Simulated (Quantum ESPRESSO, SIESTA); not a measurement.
**Polar orthorhombic HfO2 under biaxial strain (PBEsol)**

How do stress, the free cell edge and the band gap of polar orthorhombic HfO2 respond when two cell vectors are strained alike, as in a film clamped to a substrate?

Values are calculated unless marked as measured.

## Step 1: Set-up

The cell holds 12 atoms (4 Hf and 8 O). Its first two vectors are changed by -4 to +3 % from typed lattice constants. At each strain the reference relaxes the third vector's length and the atoms, and all levels then solve that geometry.

## Step 2: One input

Quantum ESPRESSO 7.5: Kohn-Sham DFT, PBEsol, GBRV 1.5 ultrasoft pseudopotentials, plane waves. Its pw.in for the cell at -1 %:

```
&control
  calculation = 'scf'
  pseudo_dir = './pseudo'
  outdir = './tmp'
  disk_io = 'none'
  tprnfor = .true.
  tstress = .true.
/
&system
  ibrav = 0
  nat = 12
  ntyp = 2
  ecutwfc = 50
  ecutrho = 300
  occupations = 'smearing'
  smearing = 'fd'
  degauss = 0.000735
/
&electrons
  conv_thr = 1.0e-08
  electron_maxstep = 100
  mixing_beta = 0.7
  mixing_mode = 'plain'
  diagonalization = 'david'
/
ATOMIC_SPECIES
Hf 178.490 Hf.upf
O 15.999 O.upf
CELL_PARAMETERS angstrom
5.21730 0.00000 0.00000
0.00000 4.99950 0.00000
0.00000 0.00000 5.03581
ATOMIC_POSITIONS crystal
Hf 0.03283 0.26742 0.25464
Hf 0.96717 0.73258 0.75464
Hf 0.53283 0.73258 0.25464
Hf 0.46717 0.26742 0.75464
[... 6 atom lines left out ...]
O 0.73306 0.46045 0.00665
O 0.26694 0.53955 0.50665
K_POINTS automatic
4 5 4 0 0 0
```

Run time: 89 s. Hardware: 2 MPI ranks of AMD EPYC 9B14 (Zen 4), shared host; peak memory 0.83 GiB; 2.9 min of CPU time.

## Step 3: Programs and settings

| level | basis or training data | k-meshes | runs with an energy | CPU time | peak memory (GiB) |
| --- | --- | --- | --- | --- | --- |
| QE, PBEsol (reference) | plane waves, GBRV 1.5 ultrasoft, 50/300 Ry | 4×5×4 | 8 of 8 | 25 min | 0.87 |
| SIESTA DZP, PBEsol | DZP orbitals, shift 0.01 Ry, mesh 400 Ry | 4×5×4 | 8 of 8 | 11 min | 0.58 |

CPU times are sums over those runs, relaxations that stopped short among them, on a shared host, and rough.

## Step 4: The reference along the scan

Stress in GPa, compression positive; in-plane is the mean of xx and yy.

| strain (%) | first edge (Å) | third edge (Å) | volume (Å³/atom) | energy over the lowest row (meV/atom) | in-plane stress | stress zz | space group |
| --- | --- | --- | --- | --- | --- | --- | --- |
| -4 | 5.0592 | 5.1390 | 10.504 | 34.08 | 16.54 | 0.04 | Pca2_1 |
| -3 | 5.1119 | 5.1009 | 10.644 | 15.15 | 10.78 | 0.01 | Pca2_1 |
| -2 | 5.1646 | 5.0648 | 10.788 | 3.88 | 5.32 | 0.03 | Pca2_1 |
| -1 | 5.2173 | 5.0358 | 10.946 | 0.00 | 0.37 | -0.05 | Pca2_1 |
| +0 | 5.2700 | 5.0030 | 11.096 | 2.59 | -4.38 | -0.04 | Pca2_1 |
| +1 | 5.3227 | 4.9694 | 11.243 | 11.50 | -8.86 | 0.00 | Pca2_1 |
| +2 | 5.3754 | 4.9413 | 11.402 | 25.73 | -12.20 | -0.02 | Pca2_1 |
| +3 | 5.4281 | 4.9331 | 11.607 | 43.46 | -13.82 | -0.08 | Pca2_1 |

## Step 5: The other programs on the same cells

| strain (%) | E (meV/atom), SIESTA DZP, PBEsol | in-plane (GPa), SIESTA DZP, PBEsol | zz (GPa), SIESTA DZP, PBEsol |
| --- | --- | --- | --- |
| -4 | 38.25 | 18.99 | 2.78 |
| -3 | 17.97 | 13.13 | 2.53 |
| -2 | 5.27 | 7.63 | 2.25 |
| -1 | 0.00 | 2.48 | 2.10 |
| +0 | 1.51 | -2.42 | 1.87 |
| +1 | 9.35 | -7.09 | 1.51 |
| +2 | 23.86 | -10.63 | 1.36 |
| +3 | 44.65 | -12.50 | 1.22 |

Energies are counted from each level's lowest row. The third edge isn't relaxed at these levels, so their energies hold the strain that the zz column shows.

By hand, between the rows at -1 and +0 %, which bracket zero stress: Δ ln(1 + ε) = 0.01005, the in-plane stress falls by 4.75 GPa and ln c changes by -0.00653, which give ratios of 473 GPa and -0.65. The values below come from parabolas through the four nearest rows.

Band gap on the mesh (highest filled to lowest empty Kohn-Sham level), in eV:

| strain (%) | QE, PBEsol | SIESTA DZP, PBEsol |
| --- | --- | --- |
| -4 | 4.385 | 4.150 |
| -3 | 4.436 | 4.211 |
| -2 | 4.433 | 4.210 |
| -1 | 4.429 | 4.208 |
| +0 | 4.432 | 4.213 |
| +1 | 4.425 | 4.209 |
| +2 | 4.436 | 4.226 |
| +3 | 4.493 | 4.302 |

## Step 6: What came out

The reference's in-plane stress vanishes at -0.92 % from the typed cell. At that point the biaxial modulus, the fall of stress per unit of strain, is 478 GPa, and the third edge shrinks by 0.61 % for each per cent of in-plane stretch. The slope falls from 555 GPa at the compressed end to 166 GPa at the stretched end. The two in-plane components differ by up to 3.4 GPa, so the mean hides an anisotropy. On the same four cells SIESTA DZP, PBEsol gives a slope of 496 GPa at that strain, with in-plane stress +2.0 GPa from the reference's and +1.9 GPa left along z. The reference's gap on the mesh moves unevenly between 4.39 and 4.49 eV. On the same cells the other programs' gaps lie -0.24 to -0.19 eV from it.

**Limits.** The nuclei are static, without zero-point or thermal motion. All levels share the geometries that the reference relaxed, so the others aren't at their own minima in internal coordinates or shape. Spin–orbit coupling is left out. SIESTA's automatically made basis is far from complete, and its potentials were converted by us (checked for H, C, O, Si, Ge and Ca alone). The DFT runs use Fermi–Dirac occupations of width 0.01 eV, and energies are free energies. The mesh holds the band edges only if they lie on it, and semilocal functionals put gaps under measured ones. The cell's angles are held, and no larger cell is allowed, so domains, twins, tilts of longer period and dislocations can't form.

[Logs are printed without paths, hosts, clocks, repeated set-up lines and the standing remarks that a program may print on its own settings, such as how far it seeks lower states.]

[Hosts, paths, dates, database ids (printed as entryN), source tags and the programs' standing remarks are cut or masked in the printed files.]
